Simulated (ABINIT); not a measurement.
# Quasiparticle gap of KI (Fm-3m) in ABINIT, part 2 of 2

How does a plane-wave GW calculation on KI (Fm-3m) run from the first input to the gap?

ABINIT 10.8.3; PBE and many-body steps on it, plane waves. Known limits of the many-body steps: short of the basis limit; no spin-orbit coupling; coarse k mesh.

So far. Step 2 (Ground state): The gap is direct, at Γ. Step 3 (Bands along the symmetry lines): The gap is 3.962 eV, as in the run before at this level.

## 4. Empty states on the mesh, 2×2×2 mesh, 48 bands

Level of this step: DFT, PBE, plane waves, norm-conserving pseudopotentials (ABINIT).

The sums over transitions need many empty states on a uniform mesh; this step solves for them.

run.abi

```
acell 3*1.0 Angstrom
rprim 
  0.000000000000 3.532775000000 3.532775000000
  3.532775000000 0.000000000000 3.532775000000
  3.532775000000 3.532775000000 -0.000000000000
ntypat 2
znucl 19 53
natom 2
typat 1 2
xred 
  0.000000000000 0.000000000000 0.000000000000
  0.500000000000 0.500000000000 0.500000000000
pp_dirpath "pseudos"
pseudos "K.upf, I.upf"
ecut 33
ngkpt 2 2 2
nshiftk 1
shiftk 0 0 0
kptopt 1
chksymbreak 0
iscf -2
irdden 1
istwfk *1
nband 48
nbdbuf 4
tolwfr 1e-09
nstep 60
prtvol 0
indata_prefix "in"
outdata_prefix "out"
tmpdata_prefix "tmp"
```

Started as:

```sh
OMP_NUM_THREADS=1 mpirun -n 4 abinit run.abi > log
```

The program printed:

```text
.Version 10.8.3 of ABINIT. v10.8.2 released Aug 2026.

 Symmetries : space group Fm -3 m (#225); Bravais cF (face-center cubic)
[... echo of the input left out ...]
== DATASET  1 ==================================================================
-   mpi_nproc: 4, omp_nthreads: 1 (-1 if OMP is not activated)
-    --> not optimal distribution: autoparal keyword recommended in input file <--

--- !DatasetInfo
iteration_state: {dtset: 1, }
dimensions: {natom: 2, nkpt: 3, mband: 48, nsppol: 1, nspinor: 1, nspden: 1, mpw: 5434, }
cutoff_energies: {ecut:  33.0, pawecutdg:  -1.0, }
electrons: {nelect:   1.60000000E+01, charge:   0.00000000E+00, occopt:   1.00000000E+00, tsmear:   1.00000000E-02, }

 Real(R)+Recip(G) space primitive vectors, cartesian coordinates (Bohr,Bohr^-1):
 R(1)=  0.0000000  6.6759772  6.6759772  G(1)= -0.0748954  0.0748954  0.0748954
 R(2)=  6.6759772  0.0000000  6.6759772  G(2)=  0.0748954 -0.0748954  0.0748954
 R(3)=  6.6759772  6.6759772  0.0000000  G(3)=  0.0748954  0.0748954 -0.0748954
 Unit cell volume ucvol=  5.9507887E+02 bohr^3
 Angles (23,13,12)=  6.00000000E+01  6.00000000E+01  6.00000000E+01 degrees

 getcut: wavevector=  0.0000  0.0000  0.0000  ngfft=  50  50  50
         ecut(hartree)=     33.000   => boxcut(ratio)=   2.04876

--- Pseudopotential description ------------------------------------------------
- K Generated using ONCVPSP code by D. R. Hamann
- 19.00000   9.00000  171031                  znucl, zion, pspdat
12 -101130 2 -1 2222                          pspcod,pspxc,lmax,lloc,mmax
     nproj     2     2     2
  pspatm : epsatm=    8.42413758
         --- l  ekb(1:nproj) -->
             0   10.871123    0.806704
             1    4.379001    0.553647
             2   -3.405842   -1.029115
 pspatm: atomic psp has been read  and splines computed

- I Generated using ONCVPSP code by D. R. Hamann
- 53.00000   7.00000  171031                  znucl, zion, pspdat
12 -101130 2 -1 1196                          pspcod,pspxc,lmax,lloc,mmax
     nproj     2     2     2
  pspatm : epsatm=   19.17056757
         --- l  ekb(1:nproj) -->
[...]
pspatm: atomic psp has been read  and splines computed

--------------------------------------------------------------------------------

================================================================================
 prteigrs : about to open file out_EIG
 Non-SCF case, kpt    1 (  0.00000  0.00000  0.00000), residuals and eigenvalues=
  2.15E-10  3.60E-10  9.17E-10  8.88E-10  8.66E-10  2.02E-10  5.36E-10  6.52E-10
  9.08E-10  1.15E-10  2.89E-10  6.56E-10  2.88E-10  7.86E-10  2.37E-10  1.86E-10
  2.46E-10  4.88E-10  3.12E-10  5.34E-10  9.44E-10  1.93E-10  8.55E-10  8.82E-10
[...]
-1.0430E+00 -4.3616E-01 -4.3616E-01 -4.3616E-01 -3.8166E-01  4.3563E-03
  4.3563E-03  4.3563E-03  1.4997E-01  2.4342E-01  2.4342E-01  2.4342E-01
  2.6985E-01  2.6985E-01  3.6592E-01  4.7509E-01  4.7509E-01  4.7509E-01
[...]
1.0137E+00  1.0137E+00  1.0137E+00  1.0562E+00  1.0685E+00  1.0685E+00
  1.0685E+00  1.1339E+00  1.1339E+00  1.1340E+00  1.1409E+00  1.1409E+00
 prteigrs : prtvol=0 or 1, do not print more k-points.

--- !ResultsGS
iteration_state: {dtset: 1, }
comment   : Summary of ground state results
lattice_vectors:
- [  0.0000000,   6.6759772,   6.6759772, ]
- [  6.6759772,   0.0000000,   6.6759772, ]
- [  6.6759772,   6.6759772,  -0.0000000, ]
lattice_lengths: [   9.44126,    9.44126,    9.44126, ]
lattice_angles: [ 60.000,  60.000,  60.000, ] # degrees, (23, 13, 12)
lattice_volume:   5.9507887E+02
convergence: {deltae:  0.000E+00, res2:  0.000E+00, residm:  9.922E-10, diffor:  0.000E+00, }
etotal    :  -4.31025253E+01
entropy   :   0.00000000E+00
fermie    :   4.35632526E-03
cartesian_stress_tensor: null
pressure_GPa: null
xred      :
- [  0.0000E+00,   0.0000E+00,   0.0000E+00,  K]
- [  5.0000E-01,   5.0000E-01,   5.0000E-01,  I]
cartesian_forces: null
force_length_stats: {min: null, max: null, mean: null, }

 Integrated electronic density in atomic spheres:
 ------------------------------------------------
 Atom  Sphere_radius  Integrated_density
[...]
================================================================================

 ----iterations are completed or convergence reached----

 Mean square residual over all n,k,spin=   53.232E-11; max=  99.217E-11
 reduced coordinates (array xred) for    2 atoms
       0.000000      0.000000      0.000000
       0.500000      0.500000      0.500000

 cartesian coordinates (angstrom) at end:
    1      0.000000     0.000000     0.000000
    2      3.532775     3.532775     3.532775
 length scales=  1.889726  1.889726  1.889726 bohr
              =  1.000000  1.000000  1.000000 angstroms
 prteigrs : about to open file out_EIG
 Eigenvalues (hartree) for nkpt=   3  k points:
 kpt#   1, nband= 48, wtk=  0.12500, kpt=  0.0000  0.0000  0.0000 (reduced coord)
[...]
0.83167    0.83167    0.83167    0.93888    1.01370    1.01370    1.01370    1.05617
   1.06846    1.06846    1.06846    1.13393    1.13393    1.13397    1.14093    1.14093
 prteigrs : prtvol=0 or 1, do not print more k-points.

== END DATASET(S) ==============================================================
================================================================================

 -outvars: echo values of variables after computation  --------
            nband          48
             nkpt           3
          spgroup         225
 [... the other variables as echoed above ...]

 Calculation completed.
```

Elapsed: 7.5 s, on 4 MPI ranks of Arm Neoverse V2, shared host; peak memory 0.29 GiB; 29 s of CPU time.

Read from the output:

| Quantity | Value |
| --- | --- |
| gap | 3.962 eV |
| k of the valence top | 0, 0, 0 |
| k of the conduction bottom | 0, 0, 0 |
| least direct gap | 3.962 eV |
| k points computed | 3 |
| lowest point of the top converged band, above the valence top | 29.47 eV |

On this mesh the gap is 3.962 eV.

## 5. Screening, 2×2×2 mesh, 44 bands, screening to 87.1 eV

The RPA dielectric matrix is built and inverted for each q.

This step: RPA screening on PBE, plane waves, norm-conserving pseudopotentials.

run.abi: that of step 4 with these lines changed.

```diff
@@ -20,10 +20,11 @@
 chksymbreak 0
-iscf -2
-irdden 1
 istwfk *1
-nband 48
-nbdbuf 4
-tolwfr 1e-09
-nstep 60
-prtvol 0
+occopt 1
+irdwfk 1
+optdriver 3
+nband 44
+ecuteps 3.2
+inclvkb 2
+awtr 1
+symchi 1
 indata_prefix "in"
```

The program printed:

```text
.Version 10.8.3 of ABINIT. v10.8.2 released Aug 2026.

 Symmetries : space group Fm -3 m (#225); Bravais cF (face-center cubic)
[... echo of the input left out ...]
== DATASET  1 ==================================================================
-   mpi_nproc: 4, omp_nthreads: 1 (-1 if OMP is not activated)

--- !DatasetInfo
iteration_state: {dtset: 1, }
dimensions: {natom: 2, nkpt: 3, mband: 44, nsppol: 1, nspinor: 1, nspden: 1, mpw: 5434, }
cutoff_energies: {ecut:  33.0, pawecutdg:  -1.0, }
electrons: {nelect:   1.60000000E+01, charge:   0.00000000E+00, occopt:   1.00000000E+00, tsmear:   1.00000000E-02, }

 SCREENING: Calculation of the susceptibility and dielectric matrices

 Based on a program developped by R.W. Godby, V. Olevano, G. Onida, and L. Reining.
 Incorporated in ABINIT by V. Olevano, G.-M. Rignanese, and M. Torrent.
.Using double precision arithmetic ; gwpc =  8

[... cell and pseudopotentials left out ...]
--------------------------------------------------------------------------------

 ==== K-mesh for the wavefunctions ====
 Number of points in the irreducible wedge :     3
[... list of points left out ...]
 Together with 48 symmetry operations and time-reversal symmetry
 yields     8 points in the full Brillouin Zone.

 ==== Q-mesh for the screening function ====
 Number of points in the irreducible wedge :     3
[... list of points left out ...]
 Together with 48 symmetry operations and time-reversal symmetry
 yields     8 points in the full Brillouin Zone.

 setmesh: FFT mesh size selected  =    32x   32x   32
          total number of points  =        32768

 vcoul_init : cutoff-mode = AUXILIARY_FUNCTION
 q-points for optical limit:   1
     1)      0.000010    0.000020    0.000030

- screening: taking advantage of time-reversal symmetry
- Maximum band index for partially occupied states nbvw = 8
- Remaining bands to be divided among processors   nbcw = 36
- Number of bands treated by each node ~9

 Number of electrons calculated from density =   16.0000; Expected =   16.0000
 average of density, n =  0.026887
 r_s =    2.0707
 omega_plasma =   15.8172 [eV]

 calculating chi0 at frequencies [eV] :
  1    0.000000E+00    0.000000E+00
  2    0.000000E+00    1.581715E+01

--------------------------------------------------------------------------------
  q-point number  1        q = ( 0.000000, 0.000000, 0.000000) [r.l.u.]
--------------------------------------------------------------------------------
[... chi0 elements left out ...]
 For q-point:  0.000010 0.000020 0.000030
  dielectric constant =   3.3287
  dielectric constant without local fields =   4.0395

  Average fulfillment of the sum rule on Im[epsilon] for q-point    1 :     57.68  [%]
[... wings left out ...]
  q-point number  2        q = ( 0.500000, 0.000000, 0.000000) [r.l.u.]
--------------------------------------------------------------------------------
[... chi0 elements left out ...]
  Average fulfillment of the sum rule on Im[epsilon] for q-point    2 :     69.76  [%]

 [... 1 further q-points ...]
```

Wall time 2.6 s (4 MPI ranks); peak memory 0.13 GiB.

Read from the output:

* ε∞ with local fields, on this mesh: 3.329
* ε∞ without local fields, on this mesh: 4.040
* plasma frequency: 15.82 eV
* plane waves in the screening matrix: 169

Local fields lower ε∞ by 18 %. On a Γ-centred mesh this coarse the value itself is usually too large, while a short band sum pulls it down.

## 6. Self-energy, 2×2×2 mesh, 44 bands, screening to 87.1 eV

The self-energy is evaluated for the states that the input lists, and the quasiparticle equation is solved.

This step: G0W0 on PBE, plane waves, norm-conserving pseudopotentials.

run.abi: that of step 5 with these lines changed.

```diff
@@ -23,8 +23,15 @@
 irdwfk 1
-optdriver 3
+optdriver 4
 nband 44
+gwcalctyp 0
+ecutsigx 33
+symsigma 1
+nkptgw 1
+kptgw 
+  0.0000000000 0.0000000000 0.0000000000
+bdgw 
+  6 12
 ecuteps 3.2
-inclvkb 2
-awtr 1
-symchi 1
+irdscr 1
+ppmodel 1
 indata_prefix "in"
```

The program printed:

```text
.Version 10.8.3 of ABINIT. v10.8.2 released Aug 2026.

 Symmetries : space group Fm -3 m (#225); Bravais cF (face-center cubic)
[... echo of the input left out ...]
== DATASET  1 ==================================================================
-   mpi_nproc: 4, omp_nthreads: 1 (-1 if OMP is not activated)

--- !DatasetInfo
iteration_state: {dtset: 1, }
dimensions: {natom: 2, nkpt: 3, mband: 44, nsppol: 1, nspinor: 1, nspden: 1, mpw: 5434, }
cutoff_energies: {ecut:  33.0, pawecutdg:  -1.0, }
electrons: {nelect:   1.60000000E+01, charge:   0.00000000E+00, occopt:   1.00000000E+00, tsmear:   1.00000000E-02, }

 SIGMA: Calculation of the GW corrections

 Based on a program developped by R.W. Godby, V. Olevano, G. Onida, and L. Reining.
 Incorporated in ABINIT by V. Olevano, G.-M. Rignanese, and M. Torrent.
.Using double precision arithmetic ; gwpc =  8

[... cell and pseudopotentials left out ...]
--------------------------------------------------------------------------------

 ==== K-mesh for the wavefunctions ====
 Number of points in the irreducible wedge :     3
[... list of points left out ...]
 Together with 48 symmetry operations and time-reversal symmetry
 yields     8 points in the full Brillouin Zone.

 ==== Q-mesh for screening function ====
 Number of points in the irreducible wedge :     3
[... list of points left out ...]
 Together with 48 symmetry operations and time-reversal symmetry
 yields     8 points in the full Brillouin Zone.

 vcoul_init : cutoff-mode = AUXILIARY_FUNCTION
 q-points for optical limit:   1
     1)      0.000010    0.000020    0.000030
 setmesh: FFT mesh size selected  =    50x   50x   50
          total number of points  =       125000

 Number of electrons calculated from density =   16.0000; Expected =   16.0000
 average of density, n =  0.026887
 r_s =    2.0707
 omega_plasma =   15.8172 [eV]

 === KS Band Gaps ===
  >>>> For spin  1
   Minimum direct gap =   3.9625 [eV], located at k-point      :   0.0000  0.0000  0.0000
   Fundamental gap    =   3.9625 [eV], Top of valence bands at :   0.0000  0.0000  0.0000
                                       Bottom of conduction at :   0.0000  0.0000  0.0000
 SIGMA fundamental parameters:
 PLASMON POLE MODEL  1
 number of plane-waves for SigmaX                 5329
 number of plane-waves for SigmaC and W            169
 number of plane-waves for wavefunctions          5329
 number of bands                                    44
 number of independent spin polarizations            1
 number of spinorial components                      1
 number of k-points in IBZ                           3
 number of q-points in IBZ                           3
 number of symmetry operations                      48
 number of k-points in BZ                            8
 number of q-points in BZ                            8
 number of frequencies for dSigma/dE                 9
 frequency step for dSigma/dE [eV]                0.25
 number of omega for Sigma on real axis              0
 max omega for Sigma on real axis  [eV]           0.00
 zcut for avoiding poles [eV]                     0.10

 EPSILON^-1 parameters (SCR file):
 dimension of the eps^-1 matrix on file            169
 dimension of the eps^-1 matrix used               169
 number of plane-waves for wavefunctions          5329
 number of bands                                    44
 number of q-points in IBZ                           3
 number of frequencies                               2
 number of real frequencies                          1
 number of imag frequencies                          1

 matrix elements of self-energy operator (all in [eV])

 Perturbative Calculation

--- !SelfEnergy_ee
iteration_state: {dtset: 1, }
kpoint     : [   0.000,    0.000,    0.000, ]
spin       : 1
KS_gap     :    3.962
QP_gap     :    5.517
Delta_QP_KS:    1.555
data: !SigmaeeData |
     Band     E0 <VxcDFT>   SigX SigC(E0)      Z dSigC/dE  Sig(E)    E-E0       E
        6   0.119 -11.197 -13.900   1.890   0.818  -0.222 -11.862  -0.665  -0.546
        7   0.119 -11.197 -13.900   1.890   0.818  -0.222 -11.862  -0.665  -0.546
        8   0.119 -11.197 -13.900   1.890   0.818  -0.222 -11.862  -0.665  -0.546
        9   4.081  -6.337  -2.612  -2.679   0.851  -0.175  -5.447   0.890   4.971
       10   6.624  -7.721  -3.357  -2.604   0.847  -0.181  -6.231   1.490   8.114
       11   6.624  -7.721  -3.357  -2.604   0.847  -0.181  -6.231   1.490   8.114
       12   6.624  -7.721  -3.357  -2.604   0.847  -0.181  -6.231   1.490   8.114

== END DATASET(S) ==============================================================
================================================================================

 -outvars: echo values of variables after computation  --------
           etotal      0.0000000000E+00
            nband          44
             nkpt           3
          spgroup         225
 [... the other variables as echoed above ...]

 Calculation completed.
```

The job ended after 2.6 s (4 MPI ranks; peak memory 0.17 GiB; 10 s of CPU time).

This step gave:

| Property | Result |
| --- | --- |
| G0W0 gap on the mesh | 5.517 eV |
| starting gap on the mesh | 3.962 eV |
| k of the valence top | 0, 0, 0 |
| k of the conduction bottom | 0, 0, 0 |
| Z at the valence top | 0.818 |
| Z at the conduction bottom | 0.851 |
| least direct G0W0 gap on the computed points | 5.517 eV |

The gap on the mesh goes from 3.96 eV to 5.52 eV, a correction of +1.55 eV.

Limits: finite bands, cutoff and mesh; no spin-orbit coupling; coarse k mesh. v1 is the top filled band, c1 the lowest empty one. Levels before and after the correction, in eV, zero at the valence-band top of each column:

```
           conduction bottom  valence top
Kohn-Sham               3.96         0.00
     G0W0               5.52         0.00
```

```
             level  energy (eV)
Kohn-Sham  Γ v3-v1        0.000
Kohn-Sham     Γ c1        3.962
Kohn-Sham  Γ c2-c4        6.505
     G0W0  Γ v3-v1        0.000
     G0W0     Γ c1        5.517
     G0W0  Γ c2-c4        8.660
```

## 7. Where the time went

Times are wall times on 4 MPI ranks of Arm Neoverse V2, shared host, good to a factor of about two.

```
                          step   time  share  memory (GiB)
                  ground state   10 s   24 %          0.36
bands along the symmetry lines   20 s   47 %          0.34
      empty states on the mesh  7.5 s   17 %          0.29
                     screening  2.6 s    6 %          0.13
                   self-energy  2.6 s    6 %          0.17
```

## 8. Summary of results

```json
{"PBE gap": "3.96 eV, direct", "G0W0 gap on the mesh": "5.52 eV", "GW settings": "2×2×2 mesh, 44 bands, screening to 87.1 eV, Godby-Needs plasmon pole", "known limits": "short of the basis limit; no spin-orbit coupling; coarse k mesh"}
```

In words: G0W0 moves the gap on the mesh from 3.96 eV to 5.52 eV (+1.55 eV), with Z of 0.82 and 0.85 at the edges. Local fields lower the RPA ε∞ on this mesh from 4.04 to 3.33; a Γ-centred mesh this coarse tends to raise both, most where the direct gap is narrow, while a short band sum lowers them. The dearest step here is «bands along the symmetry lines». Bands and cutoff are finite, so the gap stands short of the basis limit, usually by up to a few tenths of an eV; the mesh is an error of its own. The 2×2×2 mesh is coarse for this cell, which bears on the long-range parts of exchange and screening. The many-body steps are scalar-relativistic: spin-orbit coupling is not in them.

[Long decimals in the printed logs are rounded to 6 places.]

[Logs are printed without paths, hosts, clocks, repeated set-up lines and the standing remarks that a program may print on its own settings, such as how far it seeks lower states.]

[Paths, hosts, dates, memory and timing lines, banners, echoed tables and standing remarks are left out of the program output; an Ansatz launch command may be rebuilt from the run's recorded settings. Measured values are a selection of at most five: reports struck by readers or far from the other reports are left out. None is set beside runs whose start may be inverted or whose files or cutoffs have a known fault.]

[Runs of the session that timed out or met a known fault of the program may be left out.]

[Hosts, paths, dates, database ids (printed as entryN), source tags and the programs' standing remarks are cut or masked in the printed files.]

[G0W0 gaps are taken among the corrected bands and points alone; a level outside them can change the order at an edge.]

[Where Ansatz stands beside ABINIT at settings called matched, ABINIT's density can come from a denser mesh and the files from another edition; pairs whose starting gaps differed by over 0.03 eV were left out, so agreement reads better than it is.]
